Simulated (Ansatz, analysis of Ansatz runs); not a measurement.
# Moving an added electron between Fe sites in NbFeO4 (C2/m)

Question: does an added electron stay on the Fe atom where it is started in NbFeO4 (C2/m), and if so, how high is the barrier for a hop to another Fe site nearby? Model: a cell of 48 host atoms.

Calculated with Ansatz 0.2.0; plane-wave PAW DFT, PBEsol+U; relaxation of all atoms of a supercell at fixed charge in a uniform background; PAW set soft_1.

## 1. Set-up

The cell holds 48 atoms: 8 Nb, 8 Fe and 32 O. Its edges and angles: a = 7.699 Å, b = 12.353 Å, c = 13.145 Å, α = 35.0°, β = 95.8°, γ = 78.1°. It derives from NbFeO4 (space group C2/m). Nearest the centre at fractional (0.555, 0.752, 0.445): O19 at 0.60 Å, Fe13 at 1.92 Å, Fe16 at 1.92 Å, Fe11 at 2.52 Å, Nb2 at 2.58 Å, O45 at 2.71 Å, O48 at 2.71 Å, O40 at 2.74 Å.

Hubbard terms: Fe d 4.0 eV. They were chosen, not fitted, to curb self-interaction in the shells named, the trial site's among them. The two sites are Fe16 and Fe13. The cell's shortest repeat is 7.7 Å. The host's moments were started antiferromagnetic in the unit cell, high spin; both sites carry the same spin direction.

## 2. The cell without the carrier

The neutral cell is relaxed first, from small random displacements, so that bond lengths and moments with the carrier can be set beside those of a relaxed cell without it.

neutral.relax/input.yaml

```yaml
crystal:
  lattice:
    - [-2.00095539, 3.83799839, 6.36708714]
    - [10.57159628, 0.0, 6.39022711]
    - [12.57255167, 3.83799839, 0.02313996]
  atoms:
    - { symbol: Nb, position: [0.439288, 0.835665, 0.060712] }
    - { symbol: Nb, position: [0.439288, 0.835665, 0.560712] }
    - { symbol: Nb, position: [0.939288, 0.335665, 0.060712] }
    - { symbol: Nb, position: [0.939288, 0.335665, 0.560712] }
    - { symbol: Nb, position: [0.060712, 0.664335, 0.439288] }
    - { symbol: Nb, position: [0.060712, 0.664335, 0.939288] }
    - { symbol: Nb, position: [0.560712, 0.164335, 0.439288] }
    - { symbol: Nb, position: [0.560712, 0.164335, 0.939288] }
    - { symbol: Fe, position: [0.194608, 0.497886, 0.305392], spin: 5.0 }
    - { symbol: Fe, position: [0.194608, 0.497886, 0.805392], spin: 5.0 }
    - { symbol: Fe, position: [0.694608, 0.997886, 0.305392], spin: 5.0 }
    - { symbol: Fe, position: [0.694608, 0.997886, 0.805392], spin: 5.0 }
    - { symbol: Fe, position: [0.305392, 0.002114, 0.194608], spin: -5.0 }
    - { symbol: Fe, position: [0.305392, 0.002114, 0.694608], spin: -5.0 }
    - { symbol: Fe, position: [0.805392, 0.502114, 0.194608], spin: -5.0 }
    - { symbol: Fe, position: [0.805392, 0.502114, 0.694608], spin: -5.0 }
    - { symbol: O, position: [0.055382, 0.300437, 0.444618] }
    - { symbol: O, position: [0.055382, 0.300437, 0.944618] }
    - { symbol: O, position: [0.555382, 0.800437, 0.444618] }
    - { symbol: O, position: [0.555382, 0.800437, 0.944618] }
    - { symbol: O, position: [0.444618, 0.199563, 0.055382] }
    - { symbol: O, position: [0.444618, 0.199563, 0.555382] }
    - { symbol: O, position: [0.944618, 0.699563, 0.055382] }
    - { symbol: O, position: [0.944618, 0.699563, 0.555382] }
    - { symbol: O, position: [0.283192, 0.41762, 0.216808] }
    - { symbol: O, position: [0.283192, 0.41762, 0.716808] }
    - { symbol: O, position: [0.783192, 0.91762, 0.216808] }
    - { symbol: O, position: [0.783192, 0.91762, 0.716808] }
    - { symbol: O, position: [0.216808, 0.08238, 0.283192] }
    - { symbol: O, position: [0.216808, 0.08238, 0.783192] }
    - { symbol: O, position: [0.716808, 0.58238, 0.283192] }
    - { symbol: O, position: [0.716808, 0.58238, 0.783192] }
    - { symbol: O, position: [0.093695, 0.540149, 0.406305] }
    - { symbol: O, position: [0.093695, 0.540149, 0.906305] }
    - { symbol: O, position: [0.593695, 0.040149, 0.406305] }
    - { symbol: O, position: [0.593695, 0.040149, 0.906305] }
    - { symbol: O, position: [0.406305, 0.959851, 0.093695] }
    - { symbol: O, position: [0.406305, 0.959851, 0.593695] }
    - { symbol: O, position: [0.906305, 0.459851, 0.093695] }
    - { symbol: O, position: [0.906305, 0.459851, 0.593695] }
    - { symbol: O, position: [0.314576, 0.677788, 0.185424] }
    - { symbol: O, position: [0.314576, 0.677788, 0.685424] }
    - { symbol: O, position: [0.814576, 0.177788, 0.185424] }
    - { symbol: O, position: [0.814576, 0.177788, 0.685424] }
    - { symbol: O, position: [0.185424, 0.822212, 0.314576] }
    - { symbol: O, position: [0.185424, 0.822212, 0.814576] }
    - { symbol: O, position: [0.685424, 0.322212, 0.314576] }
    - { symbol: O, position: [0.685424, 0.322212, 0.814576] }
basis:
  ecutwfc: 420
  xc_grid: 2
hamiltonian:
  xc: pbesol
  hubbard:
    sites: [{ species: Fe, l: d, u_eff: 4.0 }]
    projectors: ortho-atomic
  pseudopotentials: { kind: paw, azcp: { folder: soft_1 }, xc_functional: pbe }
kpoints:
  mp_grid: { grid: [1, 1, 1] }
magnetization:
  spin_polarized: true
  initial_magnetization: 0
  spin_locking: { lock_magnetization: hard }
scf:
  occupations: { method: fermi_dirac, width: 0.01 }
  max_iter: 120
  lower_state_search: "off"
output:
  forces: true
relax:
  f_tol: 0.02
  max_steps: 70
  random_displacement: { amplitude: 0.04, seed: 7417 }
checkpoint:
  write: "../neutral.relax.run"
  compress: false
  write_wavefunctions: true
  write_every: 100000
```

Launch:

```console
> ansatz run input.yaml --threads 32 --pin off --max-ram 84787MiB --backend cuda --events-out ev --progress --plain --runs-dir out --max-vram 78GiB
```

Numbers of over 12 decimals in the logs are rounded to 6 here.

Log:

```text
[... repeated set-up lines and file paths are left out, and long positions are rounded to six places ...]
Engine: ansatz 0.2.0, aarch64-unknown-linux-gnu
Pseudopotentials: kind: paw
Pseudopotential: Nb, paw, valence charge 13, recommended cutoff 420 eV (normal), soft_1/Nb.paw.azcp
Pseudopotential: Fe, paw, valence charge 16, recommended cutoff 420 eV (normal), soft_1/Fe.paw.azcp
Pseudopotential: O, paw, valence charge 6, recommended cutoff 420 eV (normal), soft_1/O.paw.azcp
Functional definition: PBEsol
  exchange = pbesol_x
  correlation = pbesol_c
[...]
Crystal: 48 atoms, lattice volume = 614.823 Å³
Basis set: ecut = 420 eV, 12007 PW (Γ), exchange–correlation on 108×180×180 points (8 copies of the dense FFT grid, shifted against one another)
Bands: 260, of which v1, the nominal top of the filled ones, is band 212 counted from 1 (211 counted from 0)
Symmetry: 1 space group operations
k-points: 1
Non-local potential: Nb, projectors of the file, l = 0: 3, l = 1: 2, l = 2: 2, l = 3: 1
Non-local potential: Fe, projectors of the file, l = 0: 3, l = 1: 2, l = 2: 3, l = 3: 1
Non-local potential: O, projectors of the file, l = 0: 2, l = 1: 2, l = 2: 1
PAW form: soft (Blöchl's): semilocal exchange-correlation on the pseudo side does not see the compensation charge
PAW frozen core: Nb, regenerated for the run's functional, and the local potential with it (the file was generated under x = pbe(κ = 0.804, μ = 0.219515), c = pbe(β = 0.066725))
[...]
Internal energy: -89508.077182 eV  (E = F + TS)
E sigma→0 (E₀):  -89508.077182 eV
Fermi energy:    8.407128 (↑ 8.407182, ↓ 8.407073) eV
--- Per-component energies (eV) ---
  E_band       = -5151.122038
  E_kinetic    = 10882.219124
  E_local      = -49901.518379  (includes V_loc(G=0)·N_el)
  E_nonlocal   = 4739.239746
  E_hartree    = 19811.749252
  E_xc         = -4426.221058
  E_vxc        = -5593.313303  (∫ρ·V_xc dr)
  E_hubbard    = 11.211058  (on-site DFT+U / exact-exchange correction)
  E_vhub       = -70.834001  (the Hubbard potential's part of the band-sum identity)
  E_paw        = -39989.724555  (= ΣΔE_a)
  E_vpaw       = -4830.433216  (= ΣTr[D̂ρ^β])
  E_aug_tail   = 0.017162  (compensation charges beyond the density's cutoff)
  E_ewald      = -30639.122037
  E_core_change = 4.072505  (= ΣΔE_core)
  E_smearing   = -0.000000  (= −TS)
  E_closure    = -0.000000  (closes the sum)
  Σ components = -89508.077182   (vs F -89508.077182, Δ=0.00e0)
--- Forces (eV/Å), atoms counted from 1 ---
  atom   1  Nb     0.00743913    -0.00119655     0.00911071
  atom   2  Nb     0.00543191     0.00076199     0.00829465
  [... 4 atoms left out ...]
  [... 42 more lines of this table ...]
  max |Σ_I F_I| component: 4.31e-5 eV/Å
--- Band table (eV) ---
  k-point 0 ↑: bands = ["-83.3536", "-83.3536", "-83.3531", "-83.3528", "-78.4093", "-78.4091", "-78.4088", "-78.4085", "-49.4909", [... rest cut ...]
  k-point 0 ↓: bands = ["-83.3536", "-83.3534", "-83.3532", "-83.3529", "-78.4092", "-78.4092", "-78.4087", "-78.4085", "-49.4908", [... rest cut ...]
Occupation matrices written to <dir>
--- Relaxed structure (4 steps of the walk, 4 accepted, 0 SCFs on fresh bases) ---
  F+E_penalty+E_count = -89508.07718193 eV   max|allowed force component| = 9.393e-3 eV/Å
  atoms:
    - { symbol: Nb, position: [0.437395, 0.836365, 0.061807] }
    - { symbol: Nb, position: [0.437410, 0.836301, 0.561879] }
    [... 4 atoms left out ...]
  [... 42 more lines of this table ...]
[key lines of the parts left out:]
SCF converged after 9 iterations
Magnetization: 0.0000 μB (212.0000 up, 212.0000 down)
Free energy (F): -89508.077182 eV
```

Run time: 5.5 s. Hardware: 1 × NVIDIA GB200 with 32 threads of Arm Neoverse V2, shared host; peak memory 1.2 GiB.

The largest displacement from an ideal site is 0.024 Å.

## 3. The electron on the first site

The nearest neighbour or neighbours of the site start displaced and the site's starting moment is changed by the carrier's spin, since a carrier doesn't trap itself in the undistorted lattice.

A.relax/input.yaml

```yaml
crystal:
  lattice:
    - [-2.00095539, 3.83799839, 6.36708714]
    - [10.57159628, 0.0, 6.39022711]
    - [12.57255167, 3.83799839, 0.02313996]
  atoms:
    - { symbol: Nb, position: [0.437395, 0.836365, 0.061807] }
    - { symbol: Nb, position: [0.43741, 0.836301, 0.561879] }
    - { symbol: Nb, position: [0.937402, 0.336288, 0.061882] }
    - { symbol: Nb, position: [0.937394, 0.336369, 0.5618] }
    - { symbol: Nb, position: [0.061557, 0.664401, 0.437726] }
    - { symbol: Nb, position: [0.061498, 0.664404, 0.93771] }
    - { symbol: Nb, position: [0.5615, 0.164417, 0.437712] }
    - { symbol: Nb, position: [0.561541, 0.164411, 0.937728] }
    - { symbol: Fe, position: [0.193522, 0.496976, 0.305644], spin: 5.0 }
    - { symbol: Fe, position: [0.193581, 0.49692, 0.805716], spin: 5.0 }
    - { symbol: Fe, position: [0.693583, 0.996875, 0.305761], spin: 5.0 }
    - { symbol: Fe, position: [0.693521, 0.996993, 0.805638], spin: 5.0 }
    - { symbol: Fe, position: [0.305409, 0.003782, 0.193894], spin: -5.0 }
    - { symbol: Fe, position: [0.305331, 0.003814, 0.693856], spin: -5.0 }
    - { symbol: Fe, position: [0.805326, 0.503838, 0.193827], spin: -5.0 }
    - { symbol: Fe, position: [0.805405, 0.503759, 0.6939], spin: -4.0 }
    - { symbol: O, position: [0.054751, 0.300336, 0.444423] }
    - { symbol: O, position: [0.069648, 0.28794, 0.95961] }
    - { symbol: O, position: [0.539693, 0.817892, 0.42966] }
    - { symbol: O, position: [0.554761, 0.800353, 0.944424] }
    - { symbol: O, position: [0.444176, 0.200415, 0.055135] }
    - { symbol: O, position: [0.444122, 0.200471, 0.555055] }
    - { symbol: O, position: [0.944124, 0.700482, 0.055046] }
    - { symbol: O, position: [0.951937, 0.711469, 0.547372] }
    - { symbol: O, position: [0.282381, 0.417016, 0.216799] }
    - { symbol: O, position: [0.282516, 0.417139, 0.716766] }
    - { symbol: O, position: [0.782509, 0.917086, 0.216778] }
    - { symbol: O, position: [0.782431, 0.917079, 0.716759] }
    - { symbol: O, position: [0.216459, 0.083606, 0.282826] }
    - { symbol: O, position: [0.216446, 0.083711, 0.782735] }
    - { symbol: O, position: [0.716457, 0.583743, 0.282714] }
    - { symbol: O, position: [0.711328, 0.587841, 0.78798] }
    - { symbol: O, position: [0.093155, 0.539438, 0.406095] }
    - { symbol: O, position: [0.093119, 0.539387, 0.906131] }
    - { symbol: O, position: [0.59318, 0.039309, 0.406222] }
    - { symbol: O, position: [0.59308, 0.039523, 0.906019] }
    - { symbol: O, position: [0.405805, 0.961348, 0.093427] }
    - { symbol: O, position: [0.405787, 0.961281, 0.593492] }
    - { symbol: O, position: [0.905723, 0.461356, 0.093412] }
    - { symbol: O, position: [0.911925, 0.458526, 0.587384] }
    - { symbol: O, position: [0.313653, 0.677968, 0.18551] }
    - { symbol: O, position: [0.313629, 0.677961, 0.685624] }
    - { symbol: O, position: [0.813676, 0.177884, 0.185696] }
    - { symbol: O, position: [0.813635, 0.177998, 0.685511] }
    - { symbol: O, position: [0.185349, 0.822734, 0.313978] }
    - { symbol: O, position: [0.185268, 0.82277, 0.814006] }
    - { symbol: O, position: [0.685174, 0.322871, 0.313895] }
    - { symbol: O, position: [0.677729, 0.311515, 0.821528] }
total_charge: -1
basis:
  ecutwfc: 420
  xc_grid: 2
hamiltonian:
  xc: pbesol
  hubbard:
    sites: [{ species: Fe, l: d, u_eff: 4.0 }]
    projectors: ortho-atomic
  pseudopotentials: { kind: paw, azcp: { folder: soft_1 }, xc_functional: pbe }
kpoints:
  mp_grid: { grid: [1, 1, 1] }
magnetization:
  spin_polarized: true
  initial_magnetization: 1
  spin_locking: { lock_magnetization: hard }
scf:
  occupations: { method: fermi_dirac, width: 0.01 }
  max_iter: 120
  lower_state_search: "off"
output:
  forces: true
relax:
  f_tol: 0.015
  max_steps: 70
  escape_saddle: false
checkpoint:
  write: "../A.relax.run"
  compress: false
  write_wavefunctions: true
  write_every: 100000
```

Log:

```text
[...]
Crystal: 48 atoms, lattice volume = 614.823 Å³
Basis set: ecut = 420 eV, 12007 PW (Γ), exchange–correlation on 108×180×180 points (8 copies of the dense FFT grid, shifted against one another)
Bands: 261, of which v1, the nominal top of the filled ones, is band 213 counted from 1 (212 counted from 0)
Symmetry: 1 space group operations
[...]
k-points: 1
[...]
Starting moments: Σ|m| = 39 μB on 8 of 48 sites
[...]
SCF iter   1: F=—  HF=-89500.234221 eV  |Δ(HF+E_count)|=         —  Δρ=5.57e-2 (↑5.57e-2 ↓4.33e-2)  dr2=5.04e1  dr2_m=3.93e0  M=1.000 μB ∫|m|=35.972 μB  Hψ=1661
[...]
SCF iter   2: F=—  HF=-89497.081820 eV  |Δ(HF+E_count)|=    3.15e0  Δρ=4.66e-2 (↑4.66e-2 ↓2.64e-2)  dr2=2.05e1  dr2_m=3.66e0  M=1.000 μB ∫|m|=36.835 μB  Hψ=1041
[...]
SCF iter  21: F=-89498.714321 eV  HF=-89498.714319 eV  |Δ(HF+E_count)|=   9.70e-5  Δρ=1.87e-5 (↑1.87e-5 ↓4.67e-6)  dr2=9.90e-7  dr2_m=4.86e-7  M=1.000 μB ∫|m|=36.949 μB  Hψ=1848
SCF 1 converged in 21 iterations: F = -89498.714321 eV  dr2 = 9.90e-7
[...]
relax step   1: F+E_penalty+E_count = -89498.71432132 eV  Δ(F+E_penalty+E_count) = +0.000e0 eV  max|allowed force component| = 4.429e0 eV/Å  Δτ_max = 0.0000 Å  (21 SCF iters, dr2 threshold 5.63e-6 eV, accepted)
[...]
relax step   2: F+E_penalty+E_count = -89499.16038733 eV  Δ(F+E_penalty+E_count) = -4.461e-1 eV  max|allowed force component| = 1.210e0 eV/Å  Δτ_max = 0.0727 Å  (6 SCF iters, dr2 threshold 1.00e-4 eV, accepted)
relax step   3: F+E_penalty+E_count = -89499.21148056 eV  Δ(F+E_penalty+E_count) = -5.109e-2 eV  max|allowed force component| = 1.900e-1 eV/Å  Δτ_max = 0.0290 Å  (6 SCF iters, dr2 threshold 9.15e-5 eV, accepted)
relax step   4: F+E_penalty+E_count = -89499.21821247 eV  Δ(F+E_penalty+E_count) = -6.732e-3 eV  max|allowed force component| = 1.191e-1 eV/Å  Δτ_max = 0.0121 Å  (6 SCF iters, dr2 threshold 2.26e-6 eV, accepted)
relax step   5: F+E_penalty+E_count = -89499.22156038 eV  Δ(F+E_penalty+E_count) = -3.348e-3 eV  max|allowed force component| = 8.209e-2 eV/Å  Δτ_max = 0.0136 Å  (7 SCF iters, dr2 threshold 8.86e-7 eV, accepted)
relax step   6: F+E_penalty+E_count = -89499.22243233 eV  Δ(F+E_penalty+E_count) = -8.719e-4 eV  max|allowed force component| = 1.815e-2 eV/Å  Δτ_max = 0.0063 Å  (6 SCF iters, dr2 threshold 2.65e-6 eV, accepted)
[...]
SCF iter   3: F=—  HF=-89499.222542 eV  |Δ(HF+E_count)|=   4.47e-3  Δρ=2.72e-5 (↑2.72e-5 ↓2.51e-5)  dr2=9.64e-6  dr2_m=8.12e-7  M=1.000 μB ∫|m|=36.951 μB  Hψ=701
[...]
SCF iter   5: F=—  HF=-89499.222543 eV  |Δ(HF+E_count)|=   5.29e-7  Δρ=9.78e-6 (↑9.78e-6 ↓3.51e-6)  dr2=8.46e-7  dr2_m=9.50e-8  M=1.000 μB ∫|m|=36.951 μB  Hψ=854
[...]
SCF iter   8: F=—  HF=-89499.222544 eV  |Δ(HF+E_count)|=   4.81e-7  Δρ=4.74e-6 (↑4.74e-6 ↓1.70e-6)  dr2=1.26e-7  dr2_m=2.63e-8  M=1.000 μB ∫|m|=36.951 μB  Hψ=855
[...]
SCF iter  10: F=-89499.222545 eV  HF=-89499.222545 eV  |Δ(HF+E_count)|=   7.22e-7  Δρ=2.56e-6 (↑2.56e-6 ↓2.13e-6)  dr2=9.43e-8  dr2_m=6.87e-9  M=1.000 μB ∫|m|=36.951 μB  Hψ=1811
SCF 7 converged in 10 iterations: F = -89499.222545 eV  dr2 = 9.43e-8
relax step   7: F+E_penalty+E_count = -89499.22254524 eV  Δ(F+E_penalty+E_count) = -1.129e-4 eV  max|allowed force component| = 1.067e-2 eV/Å  Δτ_max = 0.0022 Å  (10 SCF iters, accepted)
[...]
NSCF: frozen V_eff on 1 k-points
[...]
SCF converged after 10 iterations
[...]
Magnetization: 1.0000 μB (213.0000 up, 212.0000 down)
Absolute magnetization: 36.9762 μB (∫|ρ↑−ρ↓|, with the PAW one-centre terms)
[...]
Per-site moments (μB) at R_I (Å): [(0.00210262, 0.745556), (0.00161717, 0.742258), (0.00161714, 0.742258), [... 6 left out ...]
Free energy (F): -89499.222545 eV
[...]
Internal energy: -89499.222545 eV  (E = F + TS)
E sigma→0 (E₀):  -89499.222545 eV
Fermi energy:    8.847795 (↑ 8.848474, ↓ 8.641807) eV
[...]
--- Forces (eV/Å), atoms counted from 1 ---
  atom   1  Nb    -0.00091164    -0.00003955    -0.00226228
  atom   2  Nb    -0.00599063    -0.00073241    -0.00429124
  [... 4 atoms left out ...]
  [... 42 more lines of this table ...]
  max |Σ_I F_I| component: 7.70e-5 eV/Å
--- Band table (eV) ---
[...]
Occupation matrices written to <dir>
--- Relaxed structure (7 steps of the walk, 7 accepted, 0 SCFs on fresh bases) ---
  F+E_penalty+E_count = -89499.22254524 eV   max|allowed force component| = 1.067e-2 eV/Å
  atoms:
    - { symbol: Nb, position: [0.437238, 0.836485, 0.062002] }
    - { symbol: Nb, position: [0.438765, 0.834279, 0.563649] }
    [... 4 atoms left out ...]
  [... 42 more lines of this table ...]
```

It took 8.9 s on 1 × NVIDIA GB200 with 32 threads; peak memory 1.3 GiB; 32 s of CPU time.

Relaxation path:

```
step  energy less that of the first step (eV)  largest force component (eV/Å)
   1                                   0.0000                          4.4292
   2                                  -0.4461                          1.2100
   3                                  -0.4972                          0.1900
   4                                  -0.5039                          0.1191
   5                                  -0.5072                          0.0821
   6                                  -0.5081                          0.0181
   7                                  -0.5082                          0.0107
```

The atoms that moved most (Å):

```
atom      dx      dy      dz  length
 O32  -0.058   0.000   0.102   0.118
 O29   0.080   0.000   0.027   0.084
 O40   0.071   0.000  -0.010   0.072
 O48  -0.035   0.000   0.053   0.064
 O18   0.013  -0.057   0.004   0.059
 O19   0.013   0.057   0.004   0.058
 O37   0.009   0.000  -0.047   0.047
 O36  -0.011   0.001  -0.043   0.045
```

The moves above count from the input, in which the site's nearest neighbours were already displaced; the distances below compare with the cell without the carrier.

Distances from Fe16 without and with the electron:

```
atom  without (Å)  with (Å)
 O48         1.93      1.96
 O40         1.95      2.01
 O19         2.00      2.08
 O18         2.00      2.08
 O24         2.14      2.25
 O32         2.14      2.20
```

The largest changes of the moments are 0.50 μB on Fe16, 0.07 μB on O19 and 0.07 μB on O18. The largest part sits on the chosen site.

[end of part 1 of 2]

[Logs are printed without paths, hosts, clocks, repeated set-up lines and the standing remarks that a program may print on its own settings, such as how far it seeks lower states.]

[Hosts, paths, dates, database ids (printed as entryN), source tags and the programs' standing remarks are cut or masked in the printed files.]
